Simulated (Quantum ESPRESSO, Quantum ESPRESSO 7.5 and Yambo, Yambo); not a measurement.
# NH4Br (P-43m): G0W0 on several meshes in Yambo

Aim: the GW shift of NH4Br (P-43m) against the k mesh.

Method: PBEsol and many-body steps on it, plane waves, in Quantum ESPRESSO 7.5 and Yambo 5.3.0.

**1. Set-up**

It takes space group P-43m (No. 215, cubic). Conventional cell: a = 4.000 Å, b = 4.000 Å, c = 4.000 Å, α = 90.00°, β = 90.00°, γ = 90.00°. H has 1 N at 1.03 Å nearest. Nearest to Br lie 4 H at 2.44 Å. Nearest to N lie 4 H at 1.03 Å. Farther neighbours and most contacts between anions are not listed.

The cell and positions come from the Crystallography Open Database and are kept as given unless a step says otherwise.

**2. Empty states on the mesh, 4×4×4 mesh, 274 bands**

This step: Quantum ESPRESSO 7.5; DFT, PBEsol, plane waves, norm-conserving pseudopotentials.

The sums over transitions need many empty states on a uniform mesh; this step solves for them.

File pw.in:

```
&control
  calculation = 'nscf'
  prefix = 'x'
  outdir = 'o'
  pseudo_dir = 'pseudo'
/
&system
  ibrav = 0
  nat = 6
  ntyp = 3
  ecutwfc = 72.0
  nbnd = 274
  force_symmorphic = .true.
/
&electrons
  conv_thr = 1e-9
  electron_maxstep = 80
  diago_full_acc = .true.
  diago_thr_init = 5e-6
/
ATOMIC_SPECIES
  H 1.008 H.upf
  Br 79.904 Br.upf
  N 14.007 N.upf
CELL_PARAMETERS angstrom
  4.0000000000 0.0000000000 0.0000000000
  0.0000000000 4.0000000000 0.0000000000
  0.0000000000 0.0000000000 4.0000000000
ATOMIC_POSITIONS crystal
  H 0.1480000000 0.1480000000 0.1480000000
  H 0.1480000000 0.8520000000 0.8520000000
  H 0.8520000000 0.8520000000 0.1480000000
  H 0.8520000000 0.1480000000 0.8520000000
  Br 0.5000000000 0.5000000000 0.5000000000
  N 0.0000000000 0.0000000000 0.0000000000
K_POINTS automatic
  4 4 4 0 0 0
```

Run with:

```sh
$ OMP_NUM_THREADS=1 mpirun -n 4 pw.x -nk 4 -in pw.in > pw.out
```

The program printed:

```text
Program PWSCF v.7.5 starts

     This program is part of the open-source Quantum ESPRESSO suite
     for quantum simulation of materials; please cite
         "P. Giannozzi et al., J. Phys.:Condens. Matter 21 395502 (2009);
         "P. Giannozzi et al., J. Phys.:Condens. Matter 29 465901 (2017);
         "P. Giannozzi et al., J. Chem. Phys. 152 154105 (2020);
     in publications or presentations arising from this work. More details at

     Atomic positions and unit cell read from directory:
     o/x.save/

     Message from routine setup:
[...]
k = 0.0000 0.0000-0.5000 (  4436 PWs)   bands (ev):

[...]
54.3928  55.3697  56.3153  56.3672  56.3672  57.6653  59.0821  61.6506
     [... 23 further rows ...]
   144.7072 144.7072 144.9811 144.9811 145.1036 145.3315 145.4394 146.3737
   146.5346 146.6528

          k = 0.0000 0.2500 0.2500 (  4466 PWs)   bands (ev):

     [... further k-points ...]

     highest occupied, lowest unoccupied level (ev):     1.0790    5.1764

     XML data file, pseudopotentials, collected wavefunctions

=------------------------------------------------------------------------------=
   JOB DONE.
=------------------------------------------------------------------------------=
```

Run time: 43 s. Hardware: 4 MPI ranks of Arm Neoverse V1, shared host; peak memory 0.63 GiB.

This step gave:

```yaml
gap: 4.097 eV
k_of_the_valence_top: 0, -0.5, -0.5
k_of_the_conduction_bottom: 0, 0, 0
least_direct_gap: 4.185 eV
k_points_computed: 10
lowest_point_of_the_top_converged_band_above_the_valence_top: 135.4085 eV
```

On this mesh the gap is 4.097 eV.

The density comes from a self-consistent run that is not shown.

**3. Conversion and set-up**

This step: Yambo 5.3.0; conversion and set-up on PBEsol, plane waves, norm-conserving pseudopotentials.

The states are converted to the many-body program's format and the q mesh is built.

Run with:

```sh
$ (cd o/x.save; p2y > p2y.log; mv SAVE ../..); yambo > setup.log
```

The program printed:

```text
 Yambo, version 5.3.0

 [02] CORE Variables Setup
 =========================

  [02.01] Unit cells
  ==================

  Cell kind             :  CUB
  Atoms in the cell     :  H  Br  N
  number of H  atoms    :   4
  number of Br atoms    :  1
  number of N  atoms    :  1

  List of atomic masses
  Mass of H     :  1.008000
  Mass of Br    :  79.90400
  Mass of N     :  14.00700

  List of atomic coordinates    : [cc]
  H1       :  1.118718  1.118718  1.118718  order 1
  H2       :  1.118718  6.440187  6.440187  order 2
  H3       :  6.440187  6.440187  1.118718  order 3
[...]
IBZ Q-points                                      :  10
 BZ  Q-points                                      :   64

 K/Q-points units:
 rlu = crystal or reduced units; cc = cartesian coordinates; iku = interal k-units

 Q [ 1]         [rlu]:  0.000000  0.000000  0.000000
 Q [ 2]         [rlu]:  0.000000  0.000000  0.250000
 Q [ 3]         [rlu]:  0.000000  0.000000 -0.500000
[...]
Q [ 8]         [rlu]:  0.250000  0.250000 -0.500000
 Q [ 9]         [rlu]:  0.250000 -0.500000 -0.500000
 Q [10]         [rlu]: -0.500000 -0.500000 -0.500000

  [03.01] X indexes
  =================

   [03.01.01] Sigma indexes
   ========================

 [06] Game Over & Game summary
```

Wall time 2.8 s (1 MPI rank); peak memory 0.25 GiB.

**4. 4×4×4**

G0W0 replaces the xc potential by the self-energy, built once from these orbitals. Only a window of levels is corrected, while the sums run over the empty bands that the input names.

This step: G0W0 on PBEsol, plane waves, norm-conserving pseudopotentials.

File gw2.in:

```
HF_and_locXC
gw0
dyson
ppa
em1d
rim_cut
RandQpts= 1000000
RandGvec= 1 RL
EXXRLvcs= 72 Ry
VXCRLvcs= 288 Ry
Chimod= "HARTREE"
% BndsRnXp
 1 | 116 |
%
NGsBlkXp= 10.5 Ry
% LongDrXp
 1 | 1 | 1 |
%
% GbndRnge
 1 | 116 |
%
DysSolver= "n"
ExtendOut
PPAPntXp= 27.21138 eV
% QPkrange
 6 | 6 | 7 | 10 |
 1 | 1 | 7 | 10 |
%
```

Run with:

```sh
$ OMP_NUM_THREADS=1 mpirun -n 4 yambo -F gw2.in -J gw2 -C gw2 > gw2.log
```

The program printed:

```text
 Yambo, version 5.3.0

 [02] CORE Variables Setup
 =========================

  [... cell, symmetries and grids as in the set-up ...]

  [02.05] Energies & Occupations
  ==============================

  [X] === General ===
  [X] Electronic Temperature                        :  0.000000  0.000000 [eV K]
  [X] Bosonic    Temperature                        :  0.000000  0.000000 [eV K]
  [X] Finite Temperature mode                       : no
  [X] El. density                                   :  0.25000E+24 [cm-3]
  [X] Fermi Level                                   :  1.079024 [eV]

  [X] === Gaps and Widths ===
  [X] Conduction Band Min                           :  4.097338 [eV]
  [X] Valence Band Max                              :  0.000000 [eV]
  [X] Filled Bands                                  :   8
  [X] Empty Bands                                   :    9  274
  [X] Direct Gap                                    :  4.184637 [eV]
  [X] Direct Gap localized at k                     :  1
  [X] Indirect Gap                                  :  4.097338 [eV]
  [X] Indirect Gap between kpts                     :   6   1
  [X] Last valence band width                       :  1.471107 [eV]
  [X] 1st conduction band width                     :  3.655939 [eV]

 [03] Transferred momenta grid and indexing
 ==========================================

 IBZ Q-points                                      :  10
 BZ  Q-points                                      :   64

 K/Q-points units:
 rlu = crystal or reduced units; cc = cartesian coordinates; iku = interal k-units

 Q [ 1]         [rlu]:  0.000000  0.000000  0.000000
 Q [ 2]         [rlu]:  0.000000  0.000000  0.250000
 Q [ 3]         [rlu]:  0.000000  0.000000 -0.500000
 Q [ 4]         [rlu]:  0.000000  0.250000  0.250000
 Q [ 5]         [rlu]:  0.000000  0.250000 -0.500000
 Q [ 6]         [rlu]:  0.000000 -0.500000 -0.500000
 Q [ 7]         [rlu]:  0.250000  0.250000  0.250000
 Q [ 8]         [rlu]:  0.250000  0.250000 -0.500000
 Q [ 9]         [rlu]:  0.250000 -0.500000 -0.500000
 Q [10]         [rlu]: -0.500000 -0.500000 -0.500000

 [04] Coloumb potential Random Integration (RIM)
 ===============================================

  [04.01] RIM initialization
  ==========================

  * Diagonal components only detected *

  8 x (sBL volume)        :  0.071792 [a.u.]
  sBZ random points       :  1000000
  Points outside the sBZ  :   7992674
  RL volume               :  0.574332 [a.u.]
  Integrated volume       :  0.574858 [a.u.]

  [04.02] RIM integrals
  =====================

  Gamma point sphere radius             :  0.075389 [a.u.]
  Points outside the sphere             :   799758
  [Int_sBZ(q=0) 1/q^2]*(Vol_sBZ)^(-1/3) =:  7.677921
                                 should be <:  7.795600

  Summary of Coulomb integrals for non-metallic bands |Q|[au] RIM/Bare

  Q [1] 0.100000E-4 0.984904 * Q [2] 0.207807 1.050352
  Q [4] 0.293884 1.049366 * Q [7] 0.359933 1.034451
  Q [3] 0.415615 1.019613 * Q [5] 0.464671 1.017741
  Q [8] 0.509022 1.015471 * Q [6] 0.587768 1.012059
  Q [9] 0.623422 1.010860 * Q [10] 0.719866 1.008585

 [WARNING] [Xp] User bands 1-116 break level degeneracy

 [05] Dipoles
 ============

  [05.01] Setup: observables and procedures
  =========================================

 [06] Dynamic Dielectric Matrix (PPA)
 ====================================

 [WR./gw2//ndb.pp]---------------------------------------------------------------
  Brillouin Zone Q/K grids (IBZ/BZ)                :   10   64   10   64
  RL vectors                                       :   5575 [WF]
  Coulomb cutoff potential                         : none
  Electronic Temperature                           :  0.000000 [K]
  Bosonic    Temperature                           :  0.000000 [K]
  PPA    diel. fun.  energies                      : Perdew, Burke & Ernzerhof SOL(X)+Perdew, Burke & Ernzerhof SOL(C)
  wavefunctions                                    : Perdew, Burke & Ernzerhof SOL(X)+Perdew, Burke & Ernzerhof SOL(C)
  Global Gauge                                     : length
  X matrix size                                    :  257
  X band range                                     :    1  116
  X e/h energy range                               : -1.000000 -1.000000 [eV]
  X Time ordering                                  : R
  X Hxc Kernel                                     : HARTREE
  X Drude frequency                                :  0.000000  0.000000
  X poles                                          :  100.0000 [o/o]
  RL vectors in the sum                            :   5575
  [r,Vnl] included                                 : yes
  Field direction                                  :  0.577350E-5  0.577350E-5  0.577350E-5
  BZ energy Double Grid                            : no
  BZ energy DbGd points                            : 0
  BZ Q point size factor                           : -1.000000
  X Optical Averaged directions                    : none

 [07] Local Exchange-Correlation + Non-Local Fock
 ================================================

 [VXC] Plane waves :   35585
 [EXS] Plane waves :   4553

 QP @ state[ 1 ] K range:  1  1
 QP @ state[ 1 ] b range:   7  10
 QP @ state[ 2 ] K range:   6   6
 QP @ state[ 2 ] b range:   7  10

 [xc] Functional : Perdew, Burke & Ernzerhof SOL(X)+Perdew, Burke & Ernzerhof SOL(C)
 [xc] LIBXC used to calculate xc functional
  PP Number of Atomic Species                      :  3
  NLCC RL compoments                               :   35585
  PP Number of Atomic Species                      :  3
  NLCC RL compoments                               :   35585

 [xc] E_xc :  -6.509624 [Ha]
      E_xc :  -13.01925 [Ry]

  Local XC kind (lXC) : Perdew, Burke & Ernzerhof SOL(X)+Perdew, Burke & Ernzerhof SOL(C)
  Non-Local XC kind (nlXC) : Hartree-Fock

  Corrections @ K [1] :  [eV]
 <7|nlXC|7> = -16.66521 -0.68265E-17 <7|lXC|7> = -12.99873 -0.14161E-15
 <8|nlXC|8> = -16.66524 -0.71901E-18 <8|lXC|8> = -12.99873 -0.94408E-16
 <9|nlXC|9> = -5.012816  0.17463E-18 <9|lXC|9> = -9.265698  0.000000
 <10|nlXC|10> = -2.999236 -0.86873E-18 <10|lXC|10> = -7.167320 -0.18882E-15

  Corrections @ K [6] :  [eV]
 <7|nlXC|7> = -16.53413  0.65650E-17 <7|lXC|7> = -12.54733  0.18882E-15
 <8|nlXC|8> = -16.53186 -0.24155E-17 <8|lXC|8> = -12.86961  0.14161E-15
 <9|nlXC|9> = -4.391800 -0.10706E-18 <9|lXC|9> = -8.740475  0.94408E-16
 <10|nlXC|10> = -4.300161  0.32767E-17 <10|lXC|10> = -8.981473 -0.47204E-16

 [08] Dyson equation: Newton solver
 ==================================

  [08.01] G0W0 (W PPA)
  ====================

  [  GW  ] Bands range     :    1  116
  [GW/PPA] G damping       :  0.100000 [eV]

  QP @ state[ 1 ] K range:  1  1
  QP @ state[ 1 ] b range:   7  10
  QP @ state[ 2 ] K range:   6   6
  QP @ state[ 2 ] b range:   7  10

   Sc/G bands                                       :    1  116
   Sc/G damping                                     :  0.100000 ev
   Sc bands terminator                              : no
   Sx RL components                                 :   4553

   QP @ state[ 1 ] K range                          :  1  1
   QP @ state[ 1 ] b range                          :   7  10
   QP @ state[ 2 ] K range                          :   6   6
   QP @ state[ 2 ] b range                          :   7  10
   GF energies kind                                 : Perdew, Burke & Ernzerhof SOL(X)+Perdew, Burke & Ernzerhof SOL(C)
   GF WF`s kind                                     : Perdew, Burke & Ernzerhof SOL(X)+Perdew, Burke & Ernzerhof SOL(C)
   Xs energies kind                                 : Perdew, Burke & Ernzerhof SOL(X)+Perdew, Burke & Ernzerhof SOL(C)
   Xs WF`s kind                                     : Perdew, Burke & Ernzerhof SOL(X)+Perdew, Burke & Ernzerhof SOL(C)

 [11] Game Over & Game summary
```

Wall time 91 s (4 MPI ranks); peak memory 1.6 GiB; 6 min of CPU time.

This step gave:

| Item | Value |
| --- | --- |
| G0W0 gap on the points computed | 6.523 eV |
| starting gap on the mesh | 4.097 eV |
| k of the valence top | 0, -0.5, -0.5 |
| k of the conduction bottom | 0, 0, 0 |
| least direct G0W0 gap on the computed points | 6.592 eV |
| Z at the valence top | 0.8178 |
| Z at the conduction bottom | 0.8531 |

The gap on the mesh goes from 4.10 eV to 6.52 eV, a correction of +2.43 eV.

**5. Empty states on the mesh, 2×2×2 mesh, 116 bands**

This step: Quantum ESPRESSO 7.5; DFT, PBEsol, plane waves, norm-conserving pseudopotentials.

Changes to pw.in since step 2:

```diff
@@ -11,3 +11,3 @@
   ecutwfc = 72.0
-  nbnd = 274
+  nbnd = 116
   force_symmorphic = .true.
@@ -36,2 +36,2 @@
 K_POINTS automatic
-  4 4 4 0 0 0
+  2 2 2 0 0 0
```

Run with:

```sh
$ OMP_NUM_THREADS=1 mpirun -n 4 pw.x -nk 4 -in pw.in > pw.out
```

The program printed:

```text
[banner, memory and clock lines left out]
Program PWSCF v.7.5 starts

     Atomic positions and unit cell read from directory:
     o/x.save/

     Message from routine setup:
     using ibrav=0 with symmetry is DISCOURAGED, use correct ibrav instead

     G-vector sticks info

     bravais-lattice index     =            0
     lattice parameter (alat)  =       7.5589  a.u.
     unit-cell volume          =     431.8934 (a.u.)^3
     number of atoms/cell      =            6
     number of atomic types    =            3
     number of electrons       =        16.00
[...]
k = 0.0000 0.0000-0.5000 (  4436 PWs)   bands (ev):

[...]
[... 3 further rows ...]
[...]
77.4793  77.5033  78.4093  78.4093

          k = 0.0000-0.5000-0.5000 (  4468 PWs)   bands (ev):

[...]
55.7848  55.7848  56.7386  57.0970  57.0970  57.4869  57.8132  57.9053
     [... 3 further rows ...]
    72.5322  72.5322  73.6089  75.1456  76.5562  77.1200  77.1200  77.3289
    77.4426  77.7197  77.7197  78.2056

          k =-0.5000-0.5000-0.5000 (  4416 PWs)   bands (ev):

     highest occupied, lowest unoccupied level (ev):     1.0790    5.1764

     XML data file, pseudopotentials, collected wavefunctions
```

Elapsed: 5.5 s, on 4 MPI ranks; peak memory 0.38 GiB.

Numbers from this step:

```yaml
gap: 4.097 eV
k_of_the_valence_top: 0, -0.5, -0.5
k_of_the_conduction_bottom: 0, 0, 0
least_direct_gap: 4.185 eV
k_points_computed: 4
lowest_point_of_the_top_converged_band_above_the_valence_top: 77.1266 eV
```

On this mesh the gap is 4.097 eV.

(Part 1 of 2 ends here.)

[Paths, hosts, dates, memory and timing lines, banners, echoed tables and standing remarks are left out of the program output.]

[Logs are printed without paths, hosts, clocks, repeated set-up lines and the standing remarks that a program may print on its own settings, such as how far it seeks lower states.]

[Runs of the session that timed out or met a known fault of the program may be left out.]

[Hosts, paths, dates, database ids (printed as entryN), source tags and the programs' standing remarks are cut or masked in the printed files.]
